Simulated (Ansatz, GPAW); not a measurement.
## Dielectric function and optical constants of Au3IO (model structure)

Aim: the dielectric function of Au3IO (model structure), and the optical constants that follow from it. The cell was made here by substitution or stacking, whether or not such a phase is known. It was built so: All Ag replaced by Au and S replaced by O in the R3 structure of Ag3SI. The cell is first relaxed with Ansatz.

Program: GPAW 26.7.0. Level of theory: DFT, PBE, plane-wave PAW (GPAW data sets), scalar-relativistic, RPA, optical limit. Results are calculated unless marked as measured.

**1. The starting structure**

It takes space group R3 (No. 146, trigonal). Conventional cell: a = 6.281 Å, b = 6.281 Å, c = 7.693 Å, α = 90.00°, β = 90.00°, γ = 120.00°. Au has 2 O at 2.30 to 2.32 Å and 4 Au at 2.75 to 2.84 Å and 4 I at 2.76 to 3.56 Å nearest. I has 12 Au at 2.76 to 3.56 Å nearest. Nearest to O lie 6 Au at 2.30 to 2.32 Å. All Ag replaced by Au and S replaced by O in the R3 structure of Ag3SI. Farther neighbours and most contacts between anions are not listed.

**2. Relaxation**

Spectra hang on bond lengths, so the cell is first brought to its minimum.

This step: DFT, PBE, plane-wave PAW, default files, scalar-relativistic, relaxation (Ansatz 0.2.0).

input.yaml

```yaml
crystal:
  lattice:
    - [3.1406024687, 1.8132276807, 2.56429118]
    - [-3.1406024687, 1.8132276807, 2.56429118]
    - [0.0, -3.6264553615, 2.56429118]
  atoms:
    - { symbol: Au, position: [0.8895, 0.0175, 0.53] }
    - { symbol: Au, position: [0.0175, 0.53, 0.8895] }
    - { symbol: Au, position: [0.53, 0.8895, 0.0175] }
    - { symbol: I, position: [0.5, 0.5, 0.5] }
    - { symbol: O, position: [0.0319, 0.0319, 0.0319] }
kpoints:
  mp_grid: { grid: [5, 5, 5] }
scf:
  occupations: { method: fermi_dirac, width: 0.05 }
hamiltonian:
  xc: pbe
output:
  forces: true
  stress: true
relax:
  f_tol: 0.02
  max_steps: 50
  cell: {}
```

Launch:

```console
$ ansatz run input.yaml --threads 1 --pin off --max-ram 4096MiB --backend cpu --events-out ev --progress --plain --runs-dir out
```

Numbers of over 12 decimals in the logs are rounded to 6 here.

Output:

```text
Engine: ansatz 0.2.0, aarch64-unknown-linux-gnu
Pseudopotentials: kind: paw
Pseudopotential: Au, paw, valence charge 19, recommended cutoff 420 eV (normal), Au.paw.azcp
Pseudopotential: I, paw, valence charge 17, recommended cutoff 420 eV (normal), I.paw.azcp
Pseudopotential: O, paw, valence charge 6, recommended cutoff 420 eV (normal), O.paw.azcp
Functional definition: PBE
  parameter kappa = 0.804
  parameter beta = 0.066725
  exchange = pbe_x(kappa = kappa, mu = beta*pi^2/3)
  correlation = pbe_c(beta = beta)
Crystal: 5 atoms, lattice volume = 87.616 Å³
Basis set: ecut = 420 eV, 1743 PW (Γ), exchange–correlation on 60×60×60 points (8 copies of the dense FFT grid, shifted against one another)
Bands: 48, of which v1, the nominal top of the filled ones, is band 40 counted from 1 (39 counted from 0)
Symmetry: 3 space group operations
Space group: R3 (ITA 146), of the structure as read, at distance tolerance 4.4e-5 Å
k-points: 23 of 125 (time reversal used)
Non-local potential: Au, projectors of the file, l = 0: 3, l = 1: 2, l = 2: 2, l = 3: 1
Non-local potential: I, projectors of the file, l = 0: 2, l = 1: 2, l = 2: 2, l = 3: 2
Non-local potential: O, projectors of the file, l = 0: 2, l = 1: 2, l = 2: 1
PAW form: soft (Blöchl's): semilocal exchange-correlation on the pseudo side does not see the compensation charge
PAW one-centre angular grid: Au, 590 points (default); XC on 64 Gauss nodes
PAW one-centre angular grid: I, 590 points (default); XC on 64 Gauss nodes
PAW one-centre angular grid: O, 110 points (default); XC on 64 Gauss nodes
Initial density: superposition of atomic densities (neutral atoms: chi_scale 0, normalization atom), corrected by the library's trained network
Initial wavefunctions: pseudopotential atomic-orbital guess
Functional: x = pbe(κ = 0.804, μ = 0.219515), c = pbe(β = 0.066725)
SCF iter   1: F=—  HF=-47522.774331 eV  |F-HF|=—  |Δ(HF+E_count)|=         —  Δρ=6.36e-3  dr2=5.90e-2  ethr=1.77e-3  ⟨swp⟩=6.8  Hψ=4339  notcnv=0  defer=12
preconditioner: auto → Resta (q_TF=auto, 2.687 Å⁻¹)  ε∞=8.1  [insulator: Δε(μ)=0.249 eV  Ē_g=10.089 eV  σ=0.050 eV  W_gap=0.67  n_scr=26 (ndim 8)  ℏωp=26.9 eV  f_vac=0.001  D(μ)=1.85/eV (n_scr^D=6)  ε∞_Penn≈8.1]
SCF iter   2: F=—  HF=-47522.768241 eV  |F-HF|=—  |Δ(HF+E_count)|=   6.09e-3  Δρ=3.23e-3  dr2=1.84e-2  ethr=7.38e-5  ⟨swp⟩=1.8  Hψ=1520  notcnv=0  defer=41
SCF iter   3: F=—  HF=-47522.765185 eV  |F-HF|=—  |Δ(HF+E_count)|=   3.06e-3  Δρ=5.08e-4  dr2=5.05e-4  ethr=2.29e-5  ⟨swp⟩=2.0  Hψ=1183  notcnv=0  defer=41
SCF iter   4: F=—  HF=-47522.765146 eV  |F-HF|=—  |Δ(HF+E_count)|=   3.93e-5  Δρ=1.68e-4  dr2=1.72e-5  ethr=6.31e-7  ⟨swp⟩=2.1  Hψ=1585  notcnv=0  defer=41
SCF iter   5: F=—  HF=-47522.765119 eV  |F-HF|=—  |Δ(HF+E_count)|=   2.71e-5  Δρ=4.61e-5  dr2=1.61e-6  ethr=2.15e-8  ⟨swp⟩=2.0  Hψ=1698  notcnv=0  defer=41
SCF iter   6: F=—  HF=-47522.765119 eV  |F-HF|=—  |Δ(HF+E_count)|=   4.42e-7  Δρ=1.14e-5  dr2=1.45e-7  ethr=2.01e-9  ⟨swp⟩=2.7  Hψ=1662  notcnv=0  defer=41
SCF iter   7: F=-47522.765119 eV  HF=-47522.765119 eV  |F-HF|=6.11e-10  |Δ(HF+E_count)|=   4.76e-8  Δρ=3.72e-6  dr2=1.21e-8  ethr=1.25e-10  ⟨swp⟩=4.0  Hψ=3568  notcnv=0
SCF 1 converged in 7 iterations: F = -47522.765119 eV  dr2 = 1.21e-8
  greatest PAW one-centre occupation: 1.000 electrons in one spin orbital (limit 2), on the Au atom at site 2 (counted from 0), in its partial waves of l = 0
relax step   1: F+E_penalty+E_count = -47522.76511911 eV  Δ(F+E_penalty+E_count) = +0.000e0 eV  max|allowed force component| = 1.869e0 eV/Å  Δτ_max = 0.0000 Å  P = +20.575 GPa  Ω = 87.616 Å³  (7 SCF iters, dr2 threshold 1.00e-7 eV, accepted)
Crystal: 5 atoms, lattice volume = 100.297 Å³
Basis set: ecut = 420 eV, 1935 PW (Γ), exchange–correlation on 60×60×60 points (8 copies of the dense FFT grid, shifted against one another)
Initial density: handed on by an earlier stage of this run
Initial wavefunctions: those handed on with the density
iter 1 solved again at ethr=3.72e-4 eV; its pass at ethr=3.10e-3 eV (dr2=2.97e-1 eV) is discarded
SCF iter   1: F=—  HF=-47523.804149 eV  |F-HF|=—  |Δ(HF+E_count)|=         —  Δρ=1.68e-2  dr2=3.02e-1  ethr=3.72e-4  ⟨swp⟩=2.0  Hψ=6096  notcnv=0
preconditioner: auto → Resta (q_TF=auto, 2.627 Å⁻¹)  ε∞=8.6  [insulator: Δε(μ)=0.148 eV  Ē_g=9.145 eV  σ=0.050 eV  W_gap=0.55  n_scr=26 (ndim 8)  ℏωp=25.1 eV  f_vac=0.007  D(μ)=2.04/eV (n_scr^D=18)  ε∞_Penn≈8.6]
SCF iter   2: F=—  HF=-47523.768221 eV  |F-HF|=—  |Δ(HF+E_count)|=   3.59e-2  Δρ=7.66e-3  dr2=6.91e-2  ethr=3.72e-4  ⟨swp⟩=2.0  Hψ=1263  notcnv=0
SCF iter   3: F=—  HF=-47523.759631 eV  |F-HF|=—  |Δ(HF+E_count)|=   8.59e-3  Δρ=1.04e-3  dr2=7.95e-4  ethr=8.64e-5  ⟨swp⟩=2.1  Hψ=1427  notcnv=0
SCF iter   4: F=—  HF=-47523.759780 eV  |F-HF|=—  |Δ(HF+E_count)|=   1.49e-4  Δρ=1.67e-4  dr2=3.19e-5  ethr=9.93e-7  ⟨swp⟩=2.0  Hψ=1635  notcnv=0
SCF iter   5: F=—  HF=-47523.759786 eV  |F-HF|=—  |Δ(HF+E_count)|=   6.18e-6  Δρ=6.13e-5  dr2=3.06e-6  ethr=3.99e-8  ⟨swp⟩=2.0  Hψ=1663  notcnv=0
SCF iter   6: F=-47523.759786 eV  HF=-47523.759786 eV  |F-HF|=3.28e-8  |Δ(HF+E_count)|=   5.82e-7  Δρ=1.15e-5  dr2=1.33e-7  ethr=6.25e-10  ⟨swp⟩=5.0  Hψ=4034  notcnv=0
SCF 2 converged in 6 iterations: F = -47523.759786 eV  dr2 = 1.33e-7
relax step   2: F+E_penalty+E_count = -47523.75978644 eV  Δ(F+E_penalty+E_count) = -9.947e-1 eV  max|allowed force component| = 5.065e-1 eV/Å  Δτ_max = 0.1677 Å  P = +0.364 GPa  Ω = 100.297 Å³  energy of the carried Pulay correction = -1.330e-2 eV  (6 SCF iters, dr2 threshold 5.00e-7 eV, accepted)
Crystal: 5 atoms, lattice volume = 100.459 Å³
iter 1 solved again at ethr=1.67e-5 eV; its pass at ethr=3.10e-3 eV (dr2=1.34e-2 eV) is discarded
SCF iter   1: F=—  HF=-47523.829151 eV  |F-HF|=—  |Δ(HF+E_count)|=         —  Δρ=4.41e-3  dr2=1.53e-2  ethr=1.67e-5  ⟨swp⟩=2.2  Hψ=5086  notcnv=0
preconditioner: auto → Kerker (q_TF=auto, 2.627 Å⁻¹)  [metal: Δε(μ)=0.117 eV  Ē_g=9.098 eV  σ=0.050 eV  W_gap=0.45  n_scr=26 (ndim 8)  ℏωp=25.1 eV  f_vac=0.006  D(μ)=2.10/eV (n_scr^D=18)]
SCF iter   2: F=—  HF=-47523.826728 eV  |F-HF|=—  |Δ(HF+E_count)|=   2.42e-3  Δρ=2.26e-3  dr2=5.01e-3  ethr=1.67e-5  ⟨swp⟩=1.0  Hψ=1104  notcnv=0
SCF iter   3: F=—  HF=-47523.825896 eV  |F-HF|=—  |Δ(HF+E_count)|=   8.32e-4  Δρ=3.65e-4  dr2=1.93e-4  ethr=6.26e-6  ⟨swp⟩=2.0  Hψ=1704  notcnv=0
SCF iter   4: F=—  HF=-47523.825550 eV  |F-HF|=—  |Δ(HF+E_count)|=   3.45e-4  Δρ=1.11e-4  dr2=2.97e-5  ethr=2.41e-7  ⟨swp⟩=2.6  Hψ=1590  notcnv=0
SCF iter   5: F=—  HF=-47523.825547 eV  |F-HF|=—  |Δ(HF+E_count)|=   3.07e-6  Δρ=4.94e-5  dr2=3.37e-6  ethr=3.71e-8  ⟨swp⟩=2.5  Hψ=1640  notcnv=0
[...]
relax step  21: F+E_penalty+E_count = -47525.23702083 eV  Δ(F+E_penalty+E_count) = +2.447e-2 eV  max|allowed force component| = 9.993e-1 eV/Å  Δτ_max = 0.1383 Å  P = -1.343 GPa  Ω = 121.074 Å³  energy of the carried Pulay correction = -3.164e-2 eV  (8 SCF iters, dr2 threshold 5.00e-7 eV, rejected (line search))
relax step  22: F+E_penalty+E_count = -47525.32711709 eV  Δ(F+E_penalty+E_count) = -6.563e-2 eV  max|allowed force component| = 2.510e-1 eV/Å  Δτ_max = 0.0526 Å  P = -0.307 GPa  Ω = 115.885 Å³  energy of the carried Pulay correction = -2.741e-2 eV  (13 SCF iters, accepted)
relax step  23: F+E_penalty+E_count = -47525.35541030 eV  Δ(F+E_penalty+E_count) = -2.829e-2 eV  max|allowed force component| = 1.700e-1 eV/Å  Δτ_max = 0.0432 Å  P = +0.490 GPa  Ω = 115.838 Å³  energy of the carried Pulay correction = -2.737e-2 eV  (7 SCF iters, dr2 threshold 5.00e-7 eV, accepted)
relax step  24: F+E_penalty+E_count = -47525.36883025 eV  Δ(F+E_penalty+E_count) = -1.342e-2 eV  max|allowed force component| = 5.508e-2 eV/Å  Δτ_max = 0.0164 Å  P = -0.428 GPa  Ω = 115.442 Å³  energy of the carried Pulay correction = -2.703e-2 eV  (6 SCF iters, dr2 threshold 5.00e-7 eV, accepted)
relax step  25: F+E_penalty+E_count = -47525.37003052 eV  Δ(F+E_penalty+E_count) = -1.200e-3 eV  max|allowed force component| = 8.879e-3 eV/Å  Δτ_max = 0.0030 Å  P = +0.006 GPa  Ω = 114.935 Å³  energy of the carried Pulay correction = -2.661e-2 eV  (5 SCF iters, dr2 threshold 5.00e-7 eV, accepted)
relax step  26: F+E_penalty+E_count = -47525.51232162 eV  Δ(F+E_penalty+E_count) = -1.423e-1 eV  max|allowed force component| = 2.695e-3 eV/Å  Δτ_max = 0.0000 Å  P = +1.764 GPa  Ω = 114.935 Å³  stress off target by 2.27e0 GPa  SCF on the basis re-selected at this cell (its energy is not comparable with the rows above)  (10 SCF iters)
relax step  27: F+E_penalty+E_count = -47525.54847005 eV  Δ(F+E_penalty+E_count) = -3.615e-2 eV  max|allowed force component| = 5.074e-2 eV/Å  Δτ_max = 0.0601 Å  P = +0.688 GPa  Ω = 118.217 Å³  energy of the carried Pulay correction = -3.232e-3 eV  (7 SCF iters, dr2 threshold 5.00e-7 eV, accepted)
relax step  28: F+E_penalty+E_count = -47525.55535981 eV  Δ(F+E_penalty+E_count) = -6.890e-3 eV  max|allowed force component| = 3.905e-2 eV/Å  Δτ_max = 0.0502 Å  P = -0.101 GPa  Ω = 119.962 Å³  energy of the carried Pulay correction = -5.192e-3 eV  (7 SCF iters, dr2 threshold 5.00e-7 eV, accepted)
relax step  29: F+E_penalty+E_count = -47525.55568663 eV  Δ(F+E_penalty+E_count) = -3.268e-4 eV  max|allowed force component| = 1.129e-2 eV/Å  Δτ_max = 0.0050 Å  P = -0.018 GPa  Ω = 119.842 Å³  energy of the carried Pulay correction = -5.046e-3 eV  (6 SCF iters, dr2 threshold 9.53e-8 eV, accepted)
relax step  30: F+E_penalty+E_count = -47525.56193082 eV  Δ(F+E_penalty+E_count) = -6.244e-3 eV  max|allowed force component| = 1.019e-2 eV/Å  Δτ_max = 0.0000 Å  P = -0.012 GPa  Ω = 119.842 Å³  stress off target by 5.76e-2 GPa  SCF on the basis re-selected at this cell (its energy is not comparable with the rows above)  (8 SCF iters)
relax step  31: F+E_penalty+E_count = -47525.56228815 eV  Δ(F+E_penalty+E_count) = -3.573e-4 eV  max|allowed force component| = 8.759e-3 eV/Å  Δτ_max = 0.0050 Å  P = +0.031 GPa  Ω = 119.617 Å³  energy of the carried Pulay correction = +2.127e-4 eV  (6 SCF iters, dr2 threshold 8.30e-9 eV, accepted)
iter 1 solved again at ethr=4.75e-7 eV; its pass at ethr=3.10e-3 eV (dr2=3.80e-4 eV) is discarded
SCF iter   1: F=—  HF=-47525.562016 eV  |F-HF|=—  |Δ(HF+E_count)|=         —  Δρ=3.96e-5  dr2=8.23e-8  ethr=4.75e-7  ⟨swp⟩=3.2  Hψ=7546  notcnv=0
eigensolver tolerance schedule: the retry pair's looser diagonalisation over-reported the residual by 4618.99 of it (diagonalisation noise at 2.42 of the residual, at the tolerance the schedule requests for it); recorded, not acted on — ethr = c·dr2/N_el stays at c = 1.0e-1
preconditioner: auto → Resta (q_TF=auto, 2.551 Å⁻¹)  ε∞=7.1  [insulator: Δε(μ)=1.400 eV  Ē_g=9.310 eV  σ=0.050 eV  W_gap=1.00  n_scr=26 (ndim 8)  ℏωp=23.0 eV  f_vac=0.086  D(μ)=0.00/eV (n_scr^D=0)  ε∞_Penn≈7.1]
SCF iter   2: F=—  HF=-47525.562021 eV  |F-HF|=—  |Δ(HF+E_count)|=   4.39e-6  Δρ=2.01e-5  dr2=2.69e-8  ethr=1.03e-10  ⟨swp⟩=3.2  Hψ=2370  notcnv=0
SCF iter   3: F=—  HF=-47525.562028 eV  |F-HF|=—  |Δ(HF+E_count)|=   7.52e-6  Δρ=5.52e-6  dr2=1.42e-8  ethr=3.37e-11  ⟨swp⟩=2.0  Hψ=1633  notcnv=0
SCF iter   4: F=—  HF=-47525.562029 eV  |F-HF|=—  |Δ(HF+E_count)|=   3.43e-7  Δρ=6.39e-7  dr2=4.83e-10  ethr=1.77e-11  ⟨swp⟩=2.0  Hψ=1630  notcnv=0
SCF iter   5: F=—  HF=-47525.562029 eV  |F-HF|=—  |Δ(HF+E_count)|=   2.65e-9  Δρ=2.62e-7  dr2=1.44e-10  ethr=1.00e-12  ⟨swp⟩=2.0  Hψ=1728  notcnv=0
SCF iter   6: F=-47525.562029 eV  HF=-47525.562029 eV  |F-HF|=7.28e-12  |Δ(HF+E_count)|=  1.31e-10  Δρ=1.02e-7  dr2=1.51e-11  ethr=1.00e-12  ⟨swp⟩=4.8  Hψ=3532  notcnv=0
SCF 32 converged in 6 iterations: F = -47525.562029 eV  dr2 = 1.51e-11
relax step  32: F+E_penalty+E_count = -47525.56202856 eV  Δ(F+E_penalty+E_count) = +2.596e-4 eV  max|allowed force component| = 8.750e-3 eV/Å  Δτ_max = 0.0000 Å  P = +0.031 GPa  Ω = 119.617 Å³  stress off target by 4.00e-2 GPa  SCF on the basis re-selected at this cell (its energy is not comparable with the rows above)  (6 SCF iters)
basis re-selected at this cell: Δ(F+E_penalty+E_count) = +2.596e-4 eV, ΔP = -0.000 GPa vs the last step (what re-selecting the basis moved, of the pressure what is left beyond the Pulay correction that the steps carried, after the strain that the cell walked since its last selection, with what the two solves' SCF thresholds leave and, on support functions, any second-order correction that the steps lacked; it is no m [...]
SCF converged after 6 iterations
Free energy (F): -47525.562029 eV
Harris-Foulkes:  -47525.562029 eV  (|F-HF|=7.28e-12)
Internal energy: -47525.562028 eV  (E = F + TS)
E sigma→0 (E₀):  -47525.562029 eV
Entropy (-TS):   -0.000000 eV (-0.000 meV/atom)
Fermi energy:    10.763544 eV
--- Per-component energies (eV) ---
  E_band       = -1480.686534
  E_kinetic    = 2175.197939
  E_local      = -9953.166706  (includes V_loc(G=0)·N_el)
  E_nonlocal   = 181.050568
  E_hartree    = 4348.655334
  E_xc         = -881.755337
  E_vxc        = -1042.556444  (∫ρ·V_xc dr)
  E_paw        = -34095.020274  (= ΣΔE_a)
  E_vpaw       = -1538.529146  (= ΣTr[D̂ρ^β])
  E_aug_tail   = 0.006789  (compensation charges beyond the density's cutoff)
  E_ewald      = -9300.530343
  E_smearing   = -0.000000  (= −TS)
  E_closure    = 0.000000  (closes the sum)
  Σ components = -47525.562029   (vs F -47525.562029, Δ=0.00e0)
--- Forces (eV/Å), atoms counted from 1 ---
  atom   1  Au    -0.00001730    -0.00064231     0.00047518
  atom   2  Au    -0.00054761     0.00033614     0.00047518
  atom   3  Au     0.00056491     0.00030617     0.00047518
  atom   4  I     -0.00000000     0.00000000    -0.00875016
  atom   5  O      0.00000000    -0.00000000     0.00732504
  max |Σ_I F_I| component: 4.35e-7 eV/Å
--- Stress (GPa, compression-positive) ---
        0.039982       0.000000       0.000000
       -0.000000       0.039982       0.000000
        0.000000       0.000000       0.011833
  P = ⅓ Tr σ = 0.0306 GPa (0.306 kbar)
--- Relaxed structure (29 steps of the walk, 27 accepted, 3 SCFs on fresh bases) ---
  F+E_penalty+E_count = -47525.56202856 eV   max|allowed force component| = 8.750e-3 eV/Å   (the final SCF, on the basis selected at the relaxed cell)
  cell:  # Å, volume = 119.6172 Å³
    - [3.686558, 2.128435, 2.540744]
    - [-3.686558, 2.128435, 2.540744]
    - [-4.563231536113279e-18, -4.256870, 2.540744]
  atoms:
    - { symbol: Au, position: [0.918439, -0.081565, 0.366849] }
    - { symbol: Au, position: [-0.081565, 0.366849, 0.918439] }
    - { symbol: Au, position: [0.366849, 0.918439, -0.081565] }
    - { symbol: I, position: [0.593294, 0.593294, 0.593294] }
    - { symbol: O, position: [0.171883, 0.171883, 0.171883] }
```

Elapsed: 4.1 min, on 1 thread of Arm Neoverse V2, shared host; peak memory 0.4 GiB.

The steps of the relaxation (22 of 32):

| step | energy less that of the first step (eV) | largest force component (eV/Å) | pressure (GPa) | volume (Å³) |
| --- | --- | --- | --- | --- |
| 1 | 0.0000 | 1.8692 | 20.57 | 87.62 |
| 2 | -0.9947 | 0.5065 | 0.36 | 100.30 |
| 4 | -1.1080 | 0.3634 | 0.08 | 100.06 |
| 5 | -1.1684 | 0.2644 | 0.98 | 99.76 |
| 7 | -1.2207 | 0.1153 | -1.78 | 104.64 |
| 8 | -1.2394 | 0.2469 | 0.08 | 103.13 |
| 10 | -1.3363 | 0.4563 | 0.44 | 100.34 |
| 11 | -1.5658 | 0.7959 | -0.34 | 99.72 |
| 13 | -1.8755 | 0.4293 | 0.03 | 98.86 |
| 14 | -1.6355 | 1.7210 | 6.10 | 95.82 |
| 16 | -1.9090 | 0.1970 | 1.59 | 99.18 |
| 17 | -1.9191 | 0.1425 | 1.39 | 99.89 |
| 19 | -2.1653 | 0.6450 | 1.63 | 107.02 |
| 20 | -2.4964 | 0.1749 | 1.59 | 111.91 |
| 22 | -2.5620 | 0.2510 | -0.31 | 115.88 |
| 23 | -2.5903 | 0.1699 | 0.49 | 115.84 |
| 25 | -2.6049 | 0.0089 | 0.01 | 114.93 |
| 26* | -2.7472 | 0.0027 | 1.76 | 114.93 |
| 28 | -2.7902 | 0.0391 | -0.10 | 119.96 |
| 29 | -2.7906 | 0.0113 | -0.02 | 119.84 |
| 31 | -2.7972 | 0.0088 | 0.03 | 119.62 |
| 32* | -2.7969 | 0.0088 | 0.03 | 119.62 |

Relaxation steps marked * repeat the geometry before them on a plane-wave basis chosen anew for their cell, so energy and pressure can jump there. Other such steps can lie between the rows shown. Relaxation steps 14, 21 were tried and not accepted.

The run keeps the 3 symmetry operations that it works with, so distortions that break them were not tested.

| cell as run | before | after | change |
| --- | --- | --- | --- |
| a (Å) | 4.441 | 4.957 | +11.6 % |
| b (Å) | 4.441 | 4.957 | +11.6 % |
| c (Å) | 4.441 | 4.957 | +11.6 % |
| α (°) | 90.00 | 96.08 | +6.8 % |
| β (°) | 90.00 | 96.08 | +6.8 % |
| γ (°) | 90.00 | 96.08 | +6.8 % |
| volume (Å³/atom) | 17.52 | 23.92 | +36.5 % |

The atoms that moved most (Å, as changes of fractional coordinates times the final cell):

| atom | dx | dy | dz | length |
| --- | --- | --- | --- | --- |
| O5 | 0.000 | 0.000 | 1.067 | 1.067 |
| Au2 | 0.236 | -0.681 | -0.593 | 0.933 |
| Au3 | -0.708 | 0.136 | -0.593 | 0.933 |
| Au1 | 0.472 | 0.545 | -0.593 | 0.933 |
| I4 | 0.000 | 0.000 | 0.711 | 0.711 |

Final coordinates:

```xyz
5
Lattice="3.6866 2.1284 2.5407 -3.6866 2.1284 2.5407 0.0000 -4.2569 2.5407" Properties=species:S:1:pos:R:3 pbc="T T T"
Au    3.6866    0.2196    3.0584
Au   -1.6531   -3.3025    3.0584
Au   -2.0335    3.0829    3.0584
I     0.0000    0.0000    4.5222
O     0.0000    0.0000    1.3101
```

The relaxation ends with a largest force component of 0.0088 eV/Å and a pressure of 0.03 GPa.

(Continued in part 2 of 3.)

[Machine, clock and banner lines and Python warnings are left out of the logs.]

[Logs are printed without paths, hosts, clocks, repeated set-up lines and the standing remarks that a program may print on its own settings, such as how far it seeks lower states.]

[Hosts, paths, dates, database ids (printed as entryN), source tags and the programs' standing remarks are cut or masked in the printed files.]
